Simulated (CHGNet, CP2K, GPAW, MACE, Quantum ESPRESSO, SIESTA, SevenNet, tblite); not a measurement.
# CP2K runs on (14,0) carbon nanotube bundle (112 atoms), part 2 of 2

How do the settings of CP2K change the result for (14,0) carbon nanotube bundle (112 atoms)? A plane-wave run serves as the yardstick.

Program: CP2K 2026.2; the method stands at each step. Banners, paths, timers and routine set-up lines are dropped from the logs unmarked, and long logs keep their key lines alone; longer cuts are marked.

So far. Step 2 (PBE, DZVP-UZH, 450/50 Ry, diagonalisation): Forces lie 1.7 % from the reference's, at 0.84 times its CPU time.

**3. PBE, SZV-MOLOPT-SR, 450/50 Ry, diagonalisation**

Method: Kohn-Sham DFT, PBE, GTH-PBE pseudopotentials, Gaussian and plane waves, SZV-MOLOPT-SR-GTH, diagonalisation.

Input file input.inp:

```
&GLOBAL
  PROJECT cell
  RUN_TYPE ENERGY_FORCE
  PRINT_LEVEL LOW
&END GLOBAL
&FORCE_EVAL
  METHOD QS
  STRESS_TENSOR ANALYTICAL
  &DFT
    BASIS_SET_FILE_NAME BASIS_MOLOPT
    POTENTIAL_FILE_NAME GTH_POTENTIALS
    &MGRID
      CUTOFF 450
      REL_CUTOFF 50
    &END MGRID
    &QS
      EPS_DEFAULT 1.0E-12
    &END QS
    &SCF
      SCF_GUESS ATOMIC
      EPS_SCF 5.0E-06
      MAX_SCF 200
      ADDED_MOS 50
      &DIAGONALIZATION
        ALGORITHM STANDARD
      &END DIAGONALIZATION
      &SMEAR ON
        METHOD FERMI_DIRAC
        ELECTRONIC_TEMPERATURE [K] 580
      &END SMEAR
      &MIXING
        METHOD BROYDEN_MIXING
        ALPHA 0.15
        NBROYDEN 12
      &END MIXING
      &PRINT
        &RESTART OFF
        &END RESTART
      &END PRINT
    &END SCF
    &XC
      &XC_FUNCTIONAL PBE
      &END XC_FUNCTIONAL
    &END XC
    &PRINT
      &MULLIKEN ON
      &END MULLIKEN
      &HIRSHFELD ON
        SHAPE_FUNCTION DENSITY
      &END HIRSHFELD
      &MO ON
        EIGENVALUES T
        OCCUPATION_NUMBERS T
        MO_INDEX_RANGE 213 236
        &EACH
          QS_SCF 0
        &END EACH
        ADD_LAST NUMERIC
      &END MO
    &END PRINT
  &END DFT
  &SUBSYS
    &CELL
      A 14.26259 0.00000 0.00000
      B -7.13130 12.35177 0.00000
      C 0.00000 0.00000 8.37084
    &END CELL
    &TOPOLOGY
      COORD_FILE_NAME structure.xyz
      COORD_FILE_FORMAT XYZ
    &END TOPOLOGY
    &KIND C
      BASIS_SET SZV-MOLOPT-SR-GTH-q4
      POTENTIAL GTH-PBE-q4
    &END KIND
  &END SUBSYS
  &PRINT
    &FORCES ON
    &END FORCES
    &STRESS_TENSOR ON
    &END STRESS_TENSOR
  &END PRINT
&END FORCE_EVAL
```

Input file structure.xyz:

```xyz
112

[... 112 atom lines left out: the same atoms as in the first run ...]
```

The run is started by

```
$ OMP_NUM_THREADS=1 cp2k.psmp -i input.inp > output.txt
```

Numbers of over 12 decimals in the logs are rounded to 6 here.

Output:

```text
CP2K| version string:                                       CP2K version 2026.2
 CP2K| Input file name                                                 input.inp
 GLOBAL| Basis set file name                                        BASIS_MOLOPT
 GLOBAL| Potential file name                                      GTH_POTENTIALS
 GLOBAL| Run type                                                   ENERGY_FORCE
 GLOBAL| Total number of message passing processes                             1
 GLOBAL| Number of threads for this process                                    1
[... lines left out ...]
                        Smear method:                                FERMI_DIRAC
[... lines left out ...]
 Number of electrons:                                                        448
[... lines left out ...]
  Step     Update method      Time    Convergence         Total energy    Change
[... lines left out ...]
  *** SCF run converged in    19 steps ***
[... lines left out ...]
  Fermi energy:                                                 0.122075
  Total energy:                                              -634.848215
  Total energy (extrapolated to T->0):                       -634.847991
[... lines left out ...]
 MO| E(Fermi):            0.122075 a.u.          3.321832 eV
[... lines left out ...]
    112       C      1       4.000          4.001                        -0.001
  Total Charge                                                           -0.000
 !-----------------------------------------------------------------------------!
 ENERGY| Total FORCE_EVAL ( QS ) energy [hartree]           -634.848148
 FORCES| Atomic forces [hartree/bohr]
 FORCES|   Atom     x               y               z               |f|
 FORCES|      1  2.04588447E-02  1.75721600E-02  3.58348788E-02   4.48495671E-02
 FORCES|      2  1.52189289E-02 -3.98831831E-02  5.40066206E-02   6.88403891E-02
 FORCES|      3 -1.73798403E-02  4.78049513E-02  6.62016705E-03   5.12952126E-02
[...]
FORCES|    111 -1.24660654E-02 -3.87388238E-02  5.65069823E-03   4.10856379E-02
 FORCES|    112  1.81035597E-02  2.10416202E-03  2.67365439E-02   3.23575208E-02
 FORCES| Sum     9.23883093E-05 -4.99240035E-05 -4.95073009E-06
 FORCES| Total atomic force                                       1.05130945E-04
 STRESS| Analytical stress tensor [bar]
 STRESS|                        x                   y                   z
 STRESS|      x        1.34850760074E+05   1.35696157549E+03   1.45936979254E+03
 STRESS|      y        1.35696157549E+03   1.37236071257E+05   4.23954263764E+03
 STRESS|      z        1.45936979254E+03   4.23954263764E+03   3.23004698120E+05
 STRESS| 1/3 Trace                                             1.98363843150E+05
```

It took 4.3 min on 1 thread of Arm Neoverse V1, shared host; peak memory 3.1 GiB.

Numbers from this run, and their distance from the reference:

```
r.m.s. force component                           : 2.558 eV/Å
r.m.s. difference of force components            : 552.2 meV/Å
longest difference of force vectors              : 2022 meV/Å
force difference over r.m.s. force               : 27.38 %
slope of forces against the reference's          : 1.267
correlation of force components                  : 0.9988
gap (highest filled to lowest empty level) : 0.4516 eV
pressure                                         : 19.84 GPa
pressure difference                              : 7.641 GPa
```

This is a coarse setting, run to see what it loses.

Against the first run (1.7 %), the force difference from the reference is 27 %, at 0.39 times the CPU time (on 1 against 4 cores), with 448 basis functions against 1456; this set comes with other potentials too, so the change isn't the basis's alone.

**4. Side by side**

Differences are against the plane-wave reference, forces as r.m.s. over components; share is that over the reference's r.m.s. force, slope the least-squares factor from reference forces to these. Total energies of different programs have different zeros and aren't compared.

```
                                                         run  Δ force, r.m.s. (meV/Å)  share (%)  slope  Δ pressure (GPa)  cores  CPU time  memory (GiB)
                                                   reference                        -          -      -                 -      4    13 min           4.1
              CP2K PBE, DZVP-UZH, 450/50 Ry, diagonalisation                     33.5       1.66  1.015             0.439      4    11 min           4.4
CP2K PBE, SZV-MOLOPT-SR, 450/50 Ry, diagonalisation (coarse)                      552       27.4  1.267              7.64      1   4.3 min           3.1
```

Rows marked coarse were listed beforehand as settings not expected to be converged; some can still land near the reference.

CPU time is summed over cores on a shared host, where runs went side by side, so it is rough. Symmetry, cutoffs, thresholds, outputs and thread counts weren't matched or tuned between programs; memory under MPI is the largest rank's times the ranks.

A second geometry, displaced anew (every atom was moved at random, 0.06 Å r.m.s. a Cartesian component), gives an energy difference that all programs can be tested on. The reference puts it at 202.7 meV/atom.

```
                                                run  energy less the first geometry's (meV/atom)  error (meV/atom)  force share at the second geometry (%)
     CP2K PBE, DZVP-UZH, 450/50 Ry, diagonalisation                                        205.0              2.29                                    1.37
CP2K PBE, SZV-MOLOPT-SR, 450/50 Ry, diagonalisation                                        254.1              51.4                                    26.5
```

**5. Outcome**

```yaml
nearest_in_forces: CP2K PBE, DZVP-UZH, 450/50 Ry, diagonalisation, 1.7 %
its_cpu_time: 11 min
```

In words: The PBE run in local orbitals, coarse settings apart, differs by 1.7 % (CP2K PBE, DZVP-UZH, 450/50 Ry, diagonalisation); basis, grid and potentials can all enter. Runs with settings chosen to be coarse differ by 27 % (CP2K PBE, SZV-MOLOPT-SR, 450/50 Ry, diagonalisation), their programs' other errors included. One electronic-structure run takes under half the reference's CPU time: CP2K PBE, SZV-MOLOPT-SR, 450/50 Ry, diagonalisation, at 27 % in 4.3 min against 13 min; its pressure misses by +7.6 GPa. CP2K PBE, SZV-MOLOPT-SR, 450/50 Ry, diagonalisation stiffens the forces by a factor of 1.27 while following their directions (correlation 0.999); the slopes of the 2 CP2K runs lie between 1.02 and 1.27. In pressure, CP2K PBE, SZV-MOLOPT-SR, 450/50 Ry, diagonalisation misses by +7.6 GPa, at the same functional. The energy difference between the two geometries, 203 meV/atom in the reference, is met best by CP2K PBE, DZVP-UZH, 450/50 Ry, diagonalisation (+2.29) and worst by CP2K PBE, SZV-MOLOPT-SR, 450/50 Ry, diagonalisation (coarse) (+51.4). The reference's pressure holds the uncorrected Pulay stress of its 45 Ry basis, so small pressure differences, and their order, may be the reference's own error. The reference's stress is far from hydrostatic: its diagonal is 7.7, 7.8, 21.1 GPa, compression counted positive. The reference's pressure of 12 GPa belongs to a cell and atoms that aren't relaxed at this level. The electronic-structure runs sample only Γ, in a cell whose shortest periodic width is 8 Å.

[Also dropped from logs without a mark: logging warnings of Python, and SIESTA's first energy breakdown and zero terms.]

[Logs are printed without paths, hosts, clocks, repeated set-up lines and the standing remarks that a program may print on its own settings, such as how far it seeks lower states.]

[Hosts, paths, dates, database ids (printed as entryN), source tags and the programs' standing remarks are cut or masked in the printed files.]
